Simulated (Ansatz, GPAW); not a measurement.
# A 4-layer slab of W(100): work function by functional and basis

Wanted: work functions and dipole of a 4-layer slab of W(100), with the cost of each level.

Method: GPAW, PAW setups; slab in vacuum, in the first sound run; inputs show where later runs differ, in GPAW 26.7.0 and Ansatz 0.2.0.

## Step 1: The structure

The cell holds 4 atoms: 4 W. Its edges and angles: a = 3.160 Å, b = 3.160 Å, c = 18.740 Å, α = 90.0°, β = 90.0°, γ = 90.0°. Vacuum lies along c.

## Step 2: Relaxing the atoms

Forces are removed first; all later runs use this geometry. The lowest 2 atoms are held at bulk positions and keep their forces.

File run.py:

```python
import json
import numpy as np
from ase import Atoms
from ase.constraints import FixAtoms
from ase.optimize import BFGS
from gpaw import GPAW, PW

slab = Atoms(
    ['W', 'W', 'W', 'W'],
    positions=[
        [1.58000, 1.58000, 7.00000],
        [0.00000, 0.00000, 8.58000],
        [1.58000, 1.58000, 10.16000],
        [0.00000, 0.00000, 11.74000]],
    cell=[[3.16, 0.0, 0.0], [0.0, 3.16, 0.0], [0.0, 0.0, 18.74]],
    pbc=[True, True, False])

slab.calc = GPAW(mode=PW(400), xc='PBE', kpts={'size': (10, 10, 1), 'gamma': True},
                 occupations={'name': 'fermi-dirac', 'width': 0.1}, nbands='140%',
                 convergence={'density': 0.0001}, maxiter=200,
                 poissonsolver={'dipolelayer': 'xy'},
                 symmetry={'tolerance': 1e-3, 'extra_ids': [1, 1, 0, 0]}, txt='slab.txt')
result = {}
slab.set_constraint(FixAtoms([0, 1]))
path = []
opt = BFGS(slab, maxstep=0.2)
opt.attach(lambda: path.append((slab.get_potential_energy(), slab.positions.tolist(), slab.get_forces().tolist())))
result['relaxed'] = bool(opt.run(fmax=0.05, steps=30))
result['path'] = path
energy = slab.get_potential_energy()
fermi = slab.calc.get_fermi_level()
v = slab.calc.get_electrostatic_potential().mean((0, 1)) - fermi
n = slab.calc.get_pseudo_density().mean((0, 1))
L = slab.cell[2, 2]
z = np.arange(len(v)) * L / len(v)
low, high = slab.positions[:, 2].min(), slab.positions[:, 2].max()
below, above = np.interp([low - 4.8, high + 4.8], z, v)
slopes = [np.interp(x, z, np.gradient(v, z)) for x in (low - 4.8, high + 4.8)]
eps = np.array([[slab.calc.get_eigenvalues(k, s) for k in range(len(slab.calc.get_ibz_k_points()))]
                for s in range(slab.calc.get_number_of_spins())]) - fermi
top, bottom = eps[eps < 0].max(), eps[eps > 0].min()
dipole = slab.get_dipole_moment()[2]
print(f'energy {energy:.4f} eV, Fermi level {fermi:.4f} eV, dipole {dipole:.5f} e A')
print(f'potential 4.8 A off the faces, from the Fermi level: lower {below:.4f} eV, upper {above:.4f} eV')
print(f'slope of the potential there: lower {slopes[0]:.5f}, upper {slopes[1]:.5f} eV/A')
print(f'nearest levels on the mesh: {top:.4f} and {bottom:.4f} eV')
print('magnetic moment', round(slab.get_magnetic_moment(), 3))
result.update(energy=energy, fermi=fermi, dipole=dipole, below=below, above=above, slopes=slopes, edges=[top, bottom],
              z=z.tolist(), v=v.tolist(), n=n.tolist(), positions=slab.positions.tolist(),
              forces=slab.get_forces(apply_constraint=False).tolist(), moments=slab.get_magnetic_moments().tolist())
json.dump(result, open('result.json', 'w'))
```

Command:

```console
$ OMP_NUM_THREADS=1 OPENBLAS_NUM_THREADS=1 python run.py
```

The log of the run:

```text
Step          Energy          fmax
BFGS:    0      -40.991402        1.984981
BFGS:    1      -41.066955        1.528726
BFGS:    2      -41.137429        0.786860
BFGS:    3      -41.155920        0.094594
BFGS:    4      -41.156202        0.028707
energy -41.0703 eV, Fermi level 2.2513 eV, dipole 0.00236 e A
potential 4.8 A off the faces, from the Fermi level: lower 4.1820 eV, upper 4.0995 eV
slope of the potential there: lower -0.00188, upper 0.00187 eV/A
nearest levels on the mesh: -0.0372 and 0.0121 eV
magnetic moment 0.0
```

Elapsed: 2.5 min, on 1 thread of Intel Xeon 6975P-C (Granite Rapids), shared host; peak memory 0.22 GiB.

The steps of the relaxation:

| step | energy less that of the first step (eV) | largest force (eV/Å) |
| --- | --- | --- |
| 1 | 0.0000 | 1.9850 |
| 2 | -0.0792 | 1.5287 |
| 3 | -0.1581 | 0.7869 |
| 4 | -0.1749 | 0.0946 |
| 5 | -0.1754 | 0.0287 |

The atoms that moved most (Å):

| atom | dx | dy | dz | length |
| --- | --- | --- | --- | --- |
| W3 | 0.000 | 0.000 | 0.099 | 0.099 |
| W4 | 0.000 | 0.000 | -0.073 | 0.073 |

The relaxed structure:

```cif
data_structure
_symmetry_space_group_name_H-M 'P 1'
_symmetry_Int_Tables_number 1
_cell_length_a 3.1600
_cell_length_b 3.1600
_cell_length_c 18.7400
_cell_angle_alpha 90.000
_cell_angle_beta 90.000
_cell_angle_gamma 90.000
_cell_volume 187.13
loop_
_atom_site_label
_atom_site_type_symbol
_atom_site_fract_x
_atom_site_fract_y
_atom_site_fract_z
_atom_site_occupancy
W1 W 0.50000 0.50000 0.37353 1
W2 W 0.00000 0.00000 0.45784 1
W3 W 0.50000 0.50000 0.54741 1
W4 W 0.00000 0.00000 0.62258 1
```

This step gave:

| Quantity | Value |
| --- | --- |
| dipole along the normal | 0.002364 e·Å |
| levels nearest the Fermi level on the mesh | -0.03720, 0.01208 eV from the Fermi level |
| upper work function | 4.099 eV |
| lower work function | 4.182 eV |

The electrostatic potential energy of an electron (without an applied field's), less the Fermi level, planar mean oscillates, so the rows of the table below give means over windows of 0.5 Å about each position, cut where the curve ends. Its maxima inside the range that stand out by 2 % of the span (Å: eV): 7.81: -8.34, 9.37: -7.58, 10.93: -11.7. Its minima: 6.98: -19.8, 8.54: -20.3, 10.31: -20.6, 11.66: -20.2.

Electrostatic potential energy of an electron (without an applied field's), less the Fermi level, planar mean against z; means over each step:

| z (Å) | electrostatic potential energy of an electron (without an applied field's), less the Fermi level, planar mean (eV) |
| --- | --- |
| 0.0 | 4.16 |
| 0.5 | 4.18 |
| 1.0 | 4.18 |
| 1.5 | 4.18 |
| 2.0 | 4.18 |
| 2.5 | 4.18 |
| 3.0 | 4.18 |
| 3.5 | 4.16 |
| 4.0 | 4.12 |
| 4.5 | 4.00 |
| 5.0 | 3.63 |
| 5.5 | 2.53 |
| 6.0 | -0.760 |
| 6.5 | -9.92 |
| 7.0 | -18.6 |
| 7.5 | -12.0 |
| 8.0 | -10.8 |
| 8.5 | -18.9 |
| 9.0 | -13.5 |
| 9.5 | -8.58 |
| 10.0 | -16.7 |
| 10.5 | -17.8 |
| 11.0 | -12.6 |
| 11.5 | -18.5 |
| 12.0 | -14.0 |
| 12.5 | -2.97 |
| 13.0 | 1.78 |
| 13.5 | 3.32 |
| 14.0 | 3.84 |
| 14.5 | 4.02 |
| 15.0 | 4.07 |
| 15.5 | 4.09 |
| 16.0 | 4.10 |
| 16.5 | 4.10 |
| 17.0 | 4.10 |
| 17.5 | 4.10 |
| 18.0 | 4.10 |
| 18.5 | 4.11 |

Table of pseudo valence density, planar mean by z:

| z (Å) | pseudo valence density, planar mean (e/Å³) |
| --- | --- |
| 0.00 | 0 |
| 0.62 | 0 |
| 1.25 | 3.5e-6 |
| 1.87 | 1.4e-5 |
| 2.50 | 5.7e-5 |
| 3.12 | 2.3e-4 |
| 3.75 | 9.0e-4 |
| 4.37 | 0.00354 |
| 5.21 | 0.0217 |
| 5.83 | 0.0875 |
| 6.45 | 0.480 |
| 7.08 | 1.32 |
| 7.70 | 0.543 |
| 8.33 | 1.08 |
| 8.95 | 0.840 |
| 9.58 | 0.497 |
| 10.20 | 1.36 |
| 10.83 | 0.699 |
| 11.45 | 1.17 |
| 12.08 | 0.715 |
| 12.70 | 0.125 |
| 13.33 | 0.0283 |
| 14.16 | 0.00458 |
| 14.78 | 0.00117 |
| 15.41 | 3.0e-4 |
| 16.03 | 7.6e-5 |
| 16.66 | 1.9e-5 |
| 17.28 | 4.9e-6 |
| 17.91 | 0 |
| 18.53 | 0 |

The relaxation lowered the energy of the cell by 0.175 eV (energies extrapolated to zero smearing; the optimiser's log prints free energies). The largest force left on a free atom is 0.029 eV/Å.

## Step 3: The slab's potential

With the geometry fixed, the planar mean of the potential gives the vacuum level on each side.

Changes to run.py since step 2:

```diff
@@ -3,4 +3,2 @@
 from ase import Atoms
-from ase.constraints import FixAtoms
-from ase.optimize import BFGS
 from gpaw import GPAW, PW
@@ -12,4 +10,4 @@
         [0.00000, 0.00000, 8.58000],
-        [1.58000, 1.58000, 10.16000],
-        [0.00000, 0.00000, 11.74000]],
+        [1.58000, 1.58000, 10.25852],
+        [-0.00000, -0.00000, 11.66723]],
     cell=[[3.16, 0.0, 0.0], [0.0, 3.16, 0.0], [0.0, 0.0, 18.74]],
@@ -19,12 +17,6 @@
                  occupations={'name': 'fermi-dirac', 'width': 0.1}, nbands='140%',
-                 convergence={'density': 0.0001}, maxiter=200,
+                 convergence={'density': 1e-05}, maxiter=200,
                  poissonsolver={'dipolelayer': 'xy'},
-                 symmetry={'tolerance': 1e-3, 'extra_ids': [1, 1, 0, 0]}, txt='slab.txt')
+                 symmetry={'tolerance': 1e-3}, txt='slab.txt')
 result = {}
-slab.set_constraint(FixAtoms([0, 1]))
-path = []
-opt = BFGS(slab, maxstep=0.2)
-opt.attach(lambda: path.append((slab.get_potential_energy(), slab.positions.tolist(), slab.get_forces().tolist())))
-result['relaxed'] = bool(opt.run(fmax=0.05, steps=30))
-result['path'] = path
 energy = slab.get_potential_energy()
```

The log of the run:

```text
energy -41.0703 eV, Fermi level 2.2512 eV, dipole 0.00459 e A
potential 4.8 A off the faces, from the Fermi level: lower 4.1824 eV, upper 4.1001 eV
slope of the potential there: lower -0.00237, upper 0.00237 eV/A
nearest levels on the mesh: -0.0373 and 0.0121 eV
magnetic moment 0.0
```

Wall time 33 s (1 thread); peak memory 0.22 GiB.

This step gave:

| Quantity | Value |
| --- | --- |
| dipole along the normal | 0.004590 e·Å |
| levels nearest the Fermi level on the mesh | -0.03729, 0.01206 eV from the Fermi level |
| upper work function | 4.100 eV |

The electrostatic potential energy of an electron (without an applied field's), less the Fermi level, planar mean oscillates, so the rows of the table below give means over windows of 1 Å about each position, cut where the curve ends. Its maxima inside the range that stand out by 2 % of the span (Å: eV): 7.8: -8.34, 9.4: -7.58, 10.9: -11.7. Its minima: 7.0: -19.8, 8.5: -20.3, 10.3: -20.6, 11.7: -20.2.

Electrostatic potential energy of an electron (without an applied field's), less the Fermi level, planar mean against z; means over each step:

| z (Å) | electrostatic potential energy of an electron (without an applied field's), less the Fermi level, planar mean (eV) |
| --- | --- |
| 0 | 4.17 |
| 1 | 4.18 |
| 2 | 4.18 |
| 3 | 4.18 |
| 4 | 4.11 |
| 5 | 3.54 |
| 6 | -1.56 |
| 7 | -16.2 |
| 8 | -12.3 |
| 9 | -13.7 |
| 10 | -15.6 |
| 11 | -14.5 |
| 12 | -13.2 |
| 13 | 1.42 |
| 14 | 3.80 |
| 15 | 4.07 |
| 16 | 4.10 |
| 17 | 4.10 |
| 18 | 4.10 |

Table of pseudo valence density, planar mean by z:

| z (Å) | pseudo valence density, planar mean (e/Å³) |
| --- | --- |
| 0.00 | 0 |
| 0.42 | 0 |
| 1.04 | 2.1e-6 |
| 1.46 | 5.3e-6 |
| 2.08 | 2.2e-5 |
| 2.50 | 5.6e-5 |
| 2.92 | 1.4e-4 |
| 3.54 | 5.7e-4 |
| 3.96 | 0.00141 |
| 4.58 | 0.00559 |
| 5.00 | 0.0138 |
| 5.41 | 0.0339 |
| 6.04 | 0.151 |
| 6.45 | 0.480 |
| 7.08 | 1.32 |
| 7.50 | 0.682 |
| 7.91 | 0.558 |
| 8.54 | 1.35 |
| 8.95 | 0.840 |
| 9.58 | 0.497 |
| 9.99 | 1.06 |
| 10.62 | 0.937 |
| 11.04 | 0.662 |
| 11.45 | 1.17 |
| 12.08 | 0.715 |
| 12.49 | 0.221 |
| 13.12 | 0.0448 |
| 13.53 | 0.0180 |
| 13.95 | 0.00723 |
| 14.58 | 0.00184 |
| 14.99 | 7.4e-4 |
| 15.62 | 1.9e-4 |
| 16.03 | 7.6e-5 |
| 16.45 | 3.0e-5 |
| 17.07 | 7.4e-6 |
| 17.49 | 2.9e-6 |
| 18.12 | 0 |
| 18.53 | 0 |

Force by atom:

| atom | x (eV/Å) | y (eV/Å) | z (eV/Å) | size |
| --- | --- | --- | --- | --- |
| W1 | 0.00 | 0.00 | 1.77 | 1.77 |
| W2 | 0.00 | 0.00 | -1.73 | 1.73 |
| W3 | 0.00 | 0.00 | -0.01 | 0.01 |
| W4 | 0.00 | 0.00 | -0.03 | 0.03 |

The potential is flat to 0.002 eV/Å where it is read, so the vacuum is wide enough.

## Step 4: Self-consistent run: xc = "LDA"

The same geometry under LDA, to see how far the functional moves the levels against the vacuum.

Changes to run.py since step 3:

```diff
@@ -15,3 +15,3 @@
 
-slab.calc = GPAW(mode=PW(400), xc='PBE', kpts={'size': (10, 10, 1), 'gamma': True},
+slab.calc = GPAW(mode=PW(400), xc='LDA', kpts={'size': (10, 10, 1), 'gamma': True},
                  occupations={'name': 'fermi-dirac', 'width': 0.1}, nbands='140%',
```

The log of the run:

```text
energy -45.2795 eV, Fermi level 1.9377 eV, dipole 0.00405 e A
potential 4.8 A off the faces, from the Fermi level: lower 4.4670 eV, upper 4.3946 eV
slope of the potential there: lower -0.00194, upper 0.00191 eV/A
nearest levels on the mesh: -0.0373 and 0.0097 eV
magnetic moment 0.0
```

It took 33 s on 1 thread; peak memory 0.22 GiB.

This step gave:

| Property | Result |
| --- | --- |
| dipole along the normal | 0.004046 e·Å |
| levels nearest the Fermi level on the mesh | -0.03734, 0.009660 eV from the Fermi level |
| upper work function | 4.395 eV |
| lower work function | 4.467 eV |

The electrostatic potential energy of an electron (without an applied field's), less the Fermi level, planar mean oscillates, so the rows of the table below give means over windows of 1 Å about each position, cut where the curve ends. Its maxima inside the range that stand out by 2 % of the span (Å: eV): 7.8: -7.96, 9.4: -7.20, 10.9: -11.3. Its minima: 7.0: -19.5, 8.5: -19.9, 10.3: -20.3, 11.7: -19.9.

Electrostatic potential energy of an electron (without an applied field's), less the Fermi level, planar mean against z; means over each step:

| z (Å) | electrostatic potential energy of an electron (without an applied field's), less the Fermi level, planar mean (eV) |
| --- | --- |
| 0 | 4.45 |
| 1 | 4.47 |
| 2 | 4.47 |
| 3 | 4.46 |
| 4 | 4.40 |
| 5 | 3.84 |
| 6 | -1.25 |
| 7 | -15.8 |
| 8 | -11.9 |
| 9 | -13.3 |
| 10 | -15.3 |
| 11 | -14.2 |
| 12 | -12.9 |
| 13 | 1.74 |
| 14 | 4.11 |
| 15 | 4.37 |
| 16 | 4.39 |
| 17 | 4.40 |
| 18 | 4.40 |

The pseudo valence density, planar mean oscillates, so the rows of the table below give means over windows of 1.46 Å about each position, cut where the curve ends. Its maxima inside the range that stand out by 2 % of the span (Å: e/Å³): 7.1: 1.31, 8.5: 1.35, 10.2: 1.36, 11.7: 1.37. Its minima: 7.7: 0.545, 9.4: 0.461, 11.0: 0.665.

Table of pseudo valence density, planar mean by z; means over each step:

| z (Å) | pseudo valence density, planar mean (e/Å³) |
| --- | --- |
| 2.19 | 3.8e-5 |
| 3.65 | 0.00107 |
| 5.11 | 0.0268 |
| 6.57 | 0.700 |
| 8.03 | 0.868 |
| 9.49 | 0.775 |
| 10.95 | 0.991 |
| 12.41 | 0.466 |
| 13.87 | 0.0131 |
| 15.33 | 5.2e-4 |
| 16.79 | 1.8e-5 |

Force by atom:

| atom | x (eV/Å) | y (eV/Å) | z (eV/Å) | size |
| --- | --- | --- | --- | --- |
| W1 | 0.00 | 0.00 | 2.64 | 2.64 |
| W2 | 0.00 | 0.00 | -1.72 | 1.72 |
| W3 | 0.00 | 0.00 | 0.15 | 0.15 |
| W4 | 0.00 | 0.00 | -1.06 | 1.06 |

The upper face's work function is 4.395 eV, against 4.100 eV in the first plane-wave PBE run at this geometry.

## Step 5: OptPBE vdW: xc = "optPBE-vdW"

The same geometry under optPBE-vdW, to see how far the functional moves the levels against the vacuum (the van der Waals functionals take revPBE setups).

Changes to run.py since step 4:

```diff
@@ -15,3 +15,3 @@
 
-slab.calc = GPAW(mode=PW(400), xc='LDA', kpts={'size': (10, 10, 1), 'gamma': True},
+slab.calc = GPAW(mode=PW(400), xc='optPBE-vdW', kpts={'size': (10, 10, 1), 'gamma': True},
                  occupations={'name': 'fermi-dirac', 'width': 0.1}, nbands='140%',
```

The log of the run:

```text
energy -107.8500 eV, Fermi level 2.1298 eV, dipole 0.00368 e A
potential 4.8 A off the faces, from the Fermi level: lower 4.3864 eV, upper 4.3205 eV
slope of the potential there: lower -0.00408, upper 0.00412 eV/A
nearest levels on the mesh: -0.0313 and 0.0107 eV
magnetic moment 0.0
```

It took 44 s on 1 thread; peak memory 0.33 GiB.

This step gave:

- dipole along the normal: 0.003678 e·Å
- levels nearest the Fermi level on the mesh: -0.03128, 0.01075 eV from the Fermi level
- upper work function: 4.321 eV
- lower work function: 4.386 eV

The upper face's work function is 4.321 eV, against 4.100 eV in the first plane-wave PBE run at this geometry.

## Step 6: Self-consistent run: xc = "vdW-DF2"

The same geometry under vdW-DF2, to see how far the functional moves the levels against the vacuum (the van der Waals functionals take revPBE setups).

Changes to run.py since step 5:

```diff
@@ -15,3 +15,3 @@
 
-slab.calc = GPAW(mode=PW(400), xc='optPBE-vdW', kpts={'size': (10, 10, 1), 'gamma': True},
+slab.calc = GPAW(mode=PW(400), xc='vdW-DF2', kpts={'size': (10, 10, 1), 'gamma': True},
                  occupations={'name': 'fermi-dirac', 'width': 0.1}, nbands='140%',
```

The log of the run:

```text
energy -636.1051 eV, Fermi level 2.1288 eV, dipole 0.00312 e A
potential 4.8 A off the faces, from the Fermi level: lower 4.5432 eV, upper 4.4874 eV
slope of the potential there: lower -0.00372, upper 0.00377 eV/A
nearest levels on the mesh: -0.0017 and 0.0325 eV
magnetic moment 0.0
```

The job ended after 46 s (1 thread; peak memory 0.33 GiB).

Numbers from this step:

```yaml
dipole_along_the_normal: 0.003123 e·Å
levels_nearest_the_fermi_level_on_the_mesh: -0.001699, 0.03249 eV from the Fermi level
upper_work_function: 4.487 eV
lower_work_function: 4.543 eV
```

The upper face's work function is 4.487 eV, against 4.100 eV in the first plane-wave PBE run at this geometry.

## Step 7: Real-space grid: mode = "fd"

A real-space grid is a second complete basis, so it checks the plane-wave result.

Changes to run.py since step 6:

```diff
@@ -3,3 +3,3 @@
 from ase import Atoms
-from gpaw import GPAW, PW
+from gpaw import GPAW
 
@@ -15,3 +15,3 @@
 
-slab.calc = GPAW(mode=PW(400), xc='vdW-DF2', kpts={'size': (10, 10, 1), 'gamma': True},
+slab.calc = GPAW(mode='fd', h=0.18, xc='PBE', kpts={'size': (10, 10, 1), 'gamma': True},
                  occupations={'name': 'fermi-dirac', 'width': 0.1}, nbands='140%',
```

The log of the run:

```text
energy -41.1645 eV, Fermi level -4.1412 eV, dipole 0.00454 e A
potential 4.8 A off the faces, from the Fermi level: lower 4.1814 eV, upper 4.0992 eV
slope of the potential there: lower -0.00217, upper 0.00222 eV/A
nearest levels on the mesh: -0.0375 and 0.0124 eV
magnetic moment 0.0
```

The job ended after 3.1 min (1 thread; peak memory 0.72 GiB).

Numbers from this step:

```
dipole along the normal                    : 0.004535 e·Å
levels nearest the Fermi level on the mesh : -0.03752, 0.01240 eV from the Fermi level
upper work function                        : 4.099 eV
lower work function                        : 4.181 eV
```

The electrostatic potential energy of an electron (without an applied field's), less the Fermi level, planar mean oscillates, so the rows of the table below give means over windows of 1 Å about each position, cut where the curve ends. Its maxima inside the range that stand out by 2 % of the span (Å: eV): 7.7: -8.39, 9.5: -7.54, 11.0: -11.7. Its minima: 7.0: -19.9, 8.6: -20.4, 10.3: -20.7, 11.6: -20.2.

Table of electrostatic potential energy of an electron (without an applied field's), less the Fermi level, planar mean by z; means over each step:

| z (Å) | electrostatic potential energy of an electron (without an applied field's), less the Fermi level, planar mean (eV) |
| --- | --- |
| 0 | 4.18 |
| 1 | 4.18 |
| 2 | 4.18 |
| 3 | 4.18 |
| 4 | 4.11 |
| 5 | 3.55 |
| 6 | -1.54 |
| 7 | -16.2 |
| 8 | -12.3 |
| 9 | -13.7 |
| 10 | -15.6 |
| 11 | -14.5 |
| 12 | -13.2 |
| 13 | 1.42 |
| 14 | 3.80 |
| 15 | 4.07 |
| 16 | 4.10 |
| 17 | 4.10 |
| 18 | 4.10 |

The upper face's work function is 4.099 eV, against 4.100 eV in the first plane-wave PBE run at this geometry.

## Step 8: Atomic orbitals: mode = "lcao"

Atom-centred orbitals end a few angstrom from the surface, which tests how much the density's tail matters.

Changes to run.py since step 7:

```diff
@@ -15,4 +15,4 @@
 
-slab.calc = GPAW(mode='fd', h=0.18, xc='PBE', kpts={'size': (10, 10, 1), 'gamma': True},
-                 occupations={'name': 'fermi-dirac', 'width': 0.1}, nbands='140%',
+slab.calc = GPAW(mode='lcao', basis='dzp', h=0.18, xc='PBE', kpts={'size': (10, 10, 1), 'gamma': True},
+                 occupations={'name': 'fermi-dirac', 'width': 0.1}, nbands='120%',
                  convergence={'density': 1e-05}, maxiter=200,
```

The log of the run:

```text
energy -39.8737 eV, Fermi level -4.1200 eV, dipole 0.00484 e A
potential 4.8 A off the faces, from the Fermi level: lower 4.1638 eV, upper 4.0761 eV
slope of the potential there: lower -0.00059, upper 0.00058 eV/A
nearest levels on the mesh: -0.0306 and 0.0057 eV
magnetic moment 0.0
```

Elapsed: 9.2 min, on 1 thread; peak memory 0.34 GiB.

This step gave:

| Item | Value |
| --- | --- |
| dipole along the normal | 0.004839 e·Å |
| levels nearest the Fermi level on the mesh | -0.03059, 0.005690 eV from the Fermi level |
| upper work function | 4.076 eV |
| lower work function | 4.164 eV |

The electrostatic potential energy of an electron (without an applied field's), less the Fermi level, planar mean oscillates, so the rows of the table below give means over windows of 1 Å about each position, cut where the curve ends. Its maxima inside the range that stand out by 2 % of the span (Å: eV): 7.7: -8.52, 9.5: -7.59, 11.0: -11.9. Its minima: 7.0: -19.9, 8.6: -20.4, 10.3: -20.8, 11.6: -20.3.

The electrostatic potential energy of an electron (without an applied field's), less the Fermi level, planar mean by z; means over each step:

| z (Å) | electrostatic potential energy of an electron (without an applied field's), less the Fermi level, planar mean (eV) |
| --- | --- |
| 0 | 4.16 |
| 1 | 4.16 |
| 2 | 4.16 |
| 3 | 4.16 |
| 4 | 4.10 |
| 5 | 3.55 |
| 6 | -1.51 |
| 7 | -16.2 |
| 8 | -12.4 |
| 9 | -13.7 |
| 10 | -15.7 |
| 11 | -14.7 |
| 12 | -13.2 |
| 13 | 1.45 |
| 14 | 3.79 |
| 15 | 4.05 |
| 16 | 4.07 |
| 17 | 4.08 |
| 18 | 4.08 |

The upper face's work function is 4.076 eV, against 4.100 eV in the first plane-wave PBE run at this geometry.

(Part 1 of 2 ends here.)

[Logs are printed without paths, hosts, clocks, repeated set-up lines and the standing remarks that a program may print on its own settings, such as how far it seeks lower states.]

[Hosts, paths, dates, database ids (printed as entryN), source tags and the programs' standing remarks are cut or masked in the printed files.]
